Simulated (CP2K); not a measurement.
The C K edge of ethylamine was computed by TDDFT (CP2K XAS_TDP, aug-cc-pVDZ, TDA) at these levels: BHandHLYP, PBEh(45%) and PBEh(45%) + GW2X. The first three lines of C1 (bonded to C and 3 H) with a strength over 0.0015, energy in eV and strength:

```tsv
run	first	second	third
1	289.88 (0.006)	290.57 (0.017)	290.75 (0.009)
2	283.46 (0.006)	284.15 (0.017)	284.33 (0.009)
3	285.54 (0.007)	286.22 (0.022)	286.44 (0.016)
```

Q: Which run is which?

Run 1: PBEh(45%) + GW2X (45 % exact exchange). Run 2: PBEh(45%) (45 % exact exchange). Run 3: BHandHLYP (50 % exact exchange). Self-interaction lifts the core level, so the uncorrected lines rise with the share of exact exchange. The GW2X run keeps the spacings of its parent: 0.69 eV between the first two lines in run 1, 0.69 eV in run 2. Its shift is +6.42 eV, since the Kohn–Sham level at this share of exchange lies that far above the quasiparticle level.

[Banner, clock and machine lines of the logs are left out without a mark of their own.]

[Logs are printed without paths, hosts, clocks, repeated set-up lines and the standing remarks that a program may print on its own settings, such as how far it seeks lower states.]

[Hosts, paths, dates, database ids (printed as entryN), source tags and the programs' standing remarks are cut or masked in the printed files.]
